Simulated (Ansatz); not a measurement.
# Starting-point dependence of the GW gap of TiO2 (Anatase), part 2 of 2

Aim: G0W0 for TiO2 (Anatase) on several starting functionals, at one mesh, band count and screening cutoff.

Ansatz 0.2.0; G0W0 on several functionals, plane waves, PAW. Known limits of the many-body steps: not at the basis limit.

So far. Step 2 (G0W0 on LDA): The gap on the mesh goes from 2.06 eV to 3.71 eV, a correction of +1.65 eV. Between the two edge states, bare exchange in place of the xc potential would open the gap by 12.69 eV, and correlation takes back 11.04 eV.

In doubt: masses and optical values from hybrid runs of this build are listed as unsure (step 4), which bears on the screening that GW takes from such a start.

### 3. G0W0 on PBE

One-shot GW remembers its start. Another functional's orbitals and levels show by how much.

This step: G0W0 on PBE, plane waves, PAW.

Input file input.yaml:

```yaml
crystal:
  lattice:
    - [-1.8921, 1.8921, 4.7573]
    - [1.8921, -1.8921, 4.7573]
    - [1.8921, 1.8921, -4.7573]
  atoms:
    - { symbol: Ti, position: [0.0, 0.0, 0.0] }
    - { symbol: Ti, position: [0.75, 0.25, 0.5] }
    - { symbol: O, position: [0.2081, 0.2081, 0.0] }
    - { symbol: O, position: [0.9581, 0.4581, 0.5] }
    - { symbol: O, position: [0.5419, 0.0419, 0.5] }
    - { symbol: O, position: [0.7919, 0.7919, 0.0] }
kpoints:
  mp_grid: { grid: [6, 6, 6] }
hamiltonian:
  xc: pbe
  pseudopotentials: { kind: paw, azcp: { folder: "./paw" } }
scf:
  occupations: { method: fixed }
gw:
  n_empty_bands: 539
  ecut_chi: 230.0
  qp_bands: [v2, c2]
  qp_kpoints: band_edges
  screening: { model: contour_deformation }
```

The run is started by

```sh
> ansatz run input.yaml --threads 3 --pin off --max-ram 92160MiB --backend cuda --events-out ev --progress --plain --runs-dir out --devices 1 --max-vram 13GiB
```

Numbers of over 12 decimals in the logs are rounded to 6 here.

The log of the run:

```text
GPUs: using 1 of 1 available (devices: 1).
[...]
GPU FFT provider: cuFFT
GPU libraries: cuBLAS 13.8.2, cuFFT 12.4.0, cuSOLVER 12.3.4
Crystal: 6 atoms, lattice volume = 68.125 Å³
Basis set: ecut = 420 eV, 1315 PW (Γ)
Bands: 30, of which v1, the nominal top of the filled ones, is band 24 counted from 1 (23 counted from 0)
Symmetry: 16 space group operations
[...]
k-points: 30 of 216
[...]
GPU buffer pool allocated for 64000 grid points (all kernels)
[...]
SCF iter   1: F=—  HF=-7277.933441 eV  |F-HF|=—  |Δ(HF+E_count)|=         —  Δρ=6.36e-2  dr2=2.96e0  ethr=3.10e-3  ⟨swp⟩=4.1  Hψ=2978  notcnv=0  defer=72
[...]
SCF iter   8: F=-7277.486360 eV  HF=-7277.486359 eV  |F-HF|=1.64e-8  |Δ(HF+E_count)|=   9.29e-7  Δρ=6.41e-6  dr2=9.99e-9  ethr=2.08e-10  ⟨swp⟩=8.4  Hψ=3173  notcnv=0
SCF 1 converged in 8 iterations: F = -7277.486360 eV  dr2 = 9.99e-9
[...]
NSCF: frozen V_eff on 30 k-points, pencils in batches of 32, up to order 120
[...]
NSCF: frozen V_eff on 30 k-points
G₀W₀ screening: q 1/30
[... further progress lines ...]
[...]
SCF converged after 8 iterations
Free energy (F): -7277.486360 eV
[...]
Internal energy: -7277.486360 eV  (E = F + TS)
E sigma→0 (E₀):  -7277.486360 eV
Fermi energy:    7.218375 eV
[...]
--- Band table (eV; the first three rows and the last of 30) ---
  k-point 0: bands = [... 20 lower, 6.5065, 6.5065, 6.7912, 6.7912, 9.3879, 10.1274, 11.2674, 11.2674, ... 2 higher]
  k-point 1: bands = [... 20 lower, 5.9276, 6.0996, 6.6121, 7.0021, 10.2271, 10.3299, 10.5242, 10.9644, ... 2 higher]
  k-point 2: bands = [... 20 lower, 5.1935, 6.3150, 6.6731, 7.1513, 10.3384, 10.5988, 10.7619, 11.0926, ... 2 higher]
  k-point 29: bands = [... 20 lower, 6.0020, 6.0020, 7.1396, 7.1396, 9.7448, 9.7448, 11.0455, 11.0455, ... 2 higher]
[...]
0    23      6.7912   -25.3257     4.5028   -20.3302  0.6965     6.2928     6.2986  root
     0    24      6.7912   -25.3257     4.5028   -20.3302  0.6965     6.2928     6.2986  root
     0    25      9.3879   -13.0768    -6.6933   -20.7944  0.7278    10.4324    10.4122  root
     0    26     10.1274   -13.4554    -7.5619   -22.1390  0.7069    11.2799    11.2490  root
     1    23      6.6121   -25.8920     4.4622   -20.8977  0.7073     6.0738     6.0801  root
     1    24      7.0021   -25.7484     4.4404   -20.8083  0.7042     6.4969     6.5024  root
     1    25     10.2271   -13.3659    -7.6086   -22.0972  0.7070    11.3810    11.3498  root
     1    26     10.3299   -14.3026    -6.6300   -21.9284  0.7073    11.3486    11.3258  root
[...]
29    23      7.1396   -26.1480     4.2902   -21.3832  0.7100     6.6605     6.6650  root
    29    24      7.1396   -26.1480     4.2902   -21.3832  0.7100     6.6605     6.6650  root
    29    25      9.7448   -13.2315    -7.1070   -21.4122  0.7183    10.8436    10.8186  root
    29    26      9.7448   -13.2315    -7.1070   -21.4122  0.7183    10.8436    10.8186  root
```

It took 1.7 min on 1 × NVIDIA H100 80GB HBM3 (shared by 6 runs) with 3 threads of AMD EPYC 7R13 (Zen 3), shared host; peak memory 3.1 GiB.

This step gave:

```
bands summed                                 : 563
RPA ε∞ on this mesh (eigenvalues)            : 5.992, 6.546, 6.546
plane waves in the screening matrix          : 559
q-points in the mesh                         : 216
G0W0 gap on the mesh                         : 3.661 eV
k of the valence top                         : 0, 0, -0.5
k of the conduction bottom                   : 0, 0, 0
starting gap on the mesh                     : 2.170 eV
Z at the valence top                         : 0.7038
Z at the conduction bottom                   : 0.7278
least direct G0W0 gap on the computed points : 3.997 eV
```

Against the run with 6×6×6 mesh, 539 empty bands, screening to 230 eV on LDA, the gap moves by −0.05 eV, while the start moved by +0.11 eV.

### 4. G0W0 on HSE06

This step: G0W0 on HSE06, plane waves, PAW.

Edit input.yaml of step 3 so:

```diff
@@ -15,3 +15,3 @@
 hamiltonian:
-  xc: pbe
+  xc: hse06
   pseudopotentials: { kind: paw, azcp: { folder: "./paw" } }
```

The log of the run:

```text
GPUs: using 1 of 1 available (devices: 1).
[...]
davidson cushion auto → on  (no smearing: the cushion is to keep the highest requested band from converging to the state above it; pin scf.eigensolver.cushion to override)
[...]
GPU FFT provider: cuFFT
GPU libraries: cuBLAS 13.8.2, cuFFT 12.4.0, cuSOLVER 12.3.4
Crystal: 6 atoms, lattice volume = 68.125 Å³
Basis set: ecut = 420 eV, 1315 PW (Γ)
[...]
1    25     10.8547   -12.7987    -6.9590   -20.2467  0.7534    11.3473    11.3438  root
     1    26     10.8778   -13.5150    -6.2422   -20.2468  0.7557    11.3708    11.3675  root
[...]
29    23      6.1372   -26.2602     3.9120   -22.4210  0.7571     6.2099     6.2100  root
    29    24      6.1372   -26.2602     3.9120   -22.4210  0.7571     6.2099     6.2100  root
    29    25     10.2961   -12.6018    -6.5686   -19.6593  0.7632    10.7882    10.7850  root
    29    26     10.2961   -12.6018    -6.5686   -19.6593  0.7632    10.7882    10.7850  root
[key lines of the parts left out:]
Free energy (F): -7276.009878 eV
Fermi energy:    6.213199 eV
```

Elapsed: 5 min, on 1 × NVIDIA H100 80GB HBM3 (shared by 6 runs) with 3 threads; peak memory 3.6 GiB.

Numbers from this step:

| Item | Value |
| --- | --- |
| bands summed | 563 |
| RPA ε∞ on this mesh (eigenvalues) | 4.408, 4.639, 4.639 |
| plane waves in the screening matrix | 559 |
| G0W0 gap on the mesh | 4.059 eV |
| k of the valence top | 0, 0, -0.5 |
| k of the conduction bottom | 0, 0, 0 |
| starting gap on the mesh | 3.666 eV |
| least direct G0W0 gap on the computed points | 4.413 eV |

Against the run with 6×6×6 mesh, 539 empty bands, screening to 230 eV on PBE, the gap moves by +0.40 eV, while the start moved by +1.50 eV.

### 5. The starts together

All on the 6×6×6 mesh with 539 empty bands and screening to 230 eV. Times are wall times on 1 × NVIDIA H100 80GB HBM3 (shared by 6 runs) with 3 threads of AMD EPYC 7R13 (Zen 3), shared host, good to a factor of about two.

| start | starting gap (eV) | shift (eV) | G0W0 gap (eV) | RPA ε∞ (harmonic mean) | Z (valence, conduction) | time |
| --- | --- | --- | --- | --- | --- | --- |
| LDA | 2.06 | +1.65 | 3.71 | 6.57 | 0.70, 0.73 | 2.7 min |
| PBE | 2.17 | +1.49 | 3.66 | 6.35 | 0.70, 0.73 | 1.7 min |
| HSE06 | 3.67 | +0.39 | 4.06 | 4.56 | 0.75, 0.77 | 5 min |

The parts of the quasiparticle energy at the two band edges (eV; QP = start + Σx + Σc − Vxc):

| run | edge | start | Σx | Σc | Vxc | Z | QP |
| --- | --- | --- | --- | --- | --- | --- | --- |
| LDA | valence top | 6.84 | -25.69 | 4.29 | -21.06 | 0.70 | 6.50 |
| LDA | conduction bottom | 8.90 | -13.06 | -6.75 | -21.12 | 0.73 | 10.21 |
| PBE | valence top | 7.22 | -25.81 | 4.41 | -20.94 | 0.70 | 6.75 |
| PBE | conduction bottom | 9.39 | -13.08 | -6.69 | -20.79 | 0.73 | 10.41 |
| HSE06 | valence top | 6.21 | -25.94 | 4.01 | -22.01 | 0.75 | 6.30 |
| HSE06 | conduction bottom | 9.88 | -12.40 | -6.24 | -19.12 | 0.77 | 10.36 |

For a hybrid start, Vxc holds its share of exact exchange.

### 6. What came out

```
G0W0@LDA     : 3.71 eV (start 2.06 eV)
G0W0@PBE     : 3.66 eV (start 2.17 eV)
G0W0@HSE06   : 4.06 eV (start 3.67 eV)
known limits : not at the basis limit
```

In words: The starting gaps span 1.60 eV and the G0W0 gaps 0.40 eV. Between LDA and HSE06, 0.34 eV of the 1.60 eV survives, 21 %. The order is not kept throughout: PBE starts 0.11 eV above LDA and ends 0.05 eV below it, so orbitals matter beside the gap. HSE06 screens less than LDA (ε∞ 4.56 against 6.57). Of the 0.34 eV by which its G0W0 gap is higher, the correlation part gives +0.78 eV, and exchange with the one-particle terms, which follow the orbitals, −0.44 eV. The smallest correction, +0.39 eV, is on HSE06, the start nearest to reproducing itself. Bands and cutoff are finite, so the gap is not at the basis limit. The miss can reach some tenths of an eV and take either sign; the mesh is an error of its own.

[Paths, hosts, dates, memory and timing lines, banners, echoed tables and standing remarks are left out of the program output.]

[Logs are printed without paths, hosts, clocks, repeated set-up lines and the standing remarks that a program may print on its own settings, such as how far it seeks lower states.]

[Runs of the session that timed out or met a known fault of the program may be left out.]

[Cells called generated may have been cut or substituted from an entry of the Crystallography Open Database or the Materials Project.]

[Hosts, paths, dates, database ids (printed as entryN), source tags and the programs' standing remarks are cut or masked in the printed files.]
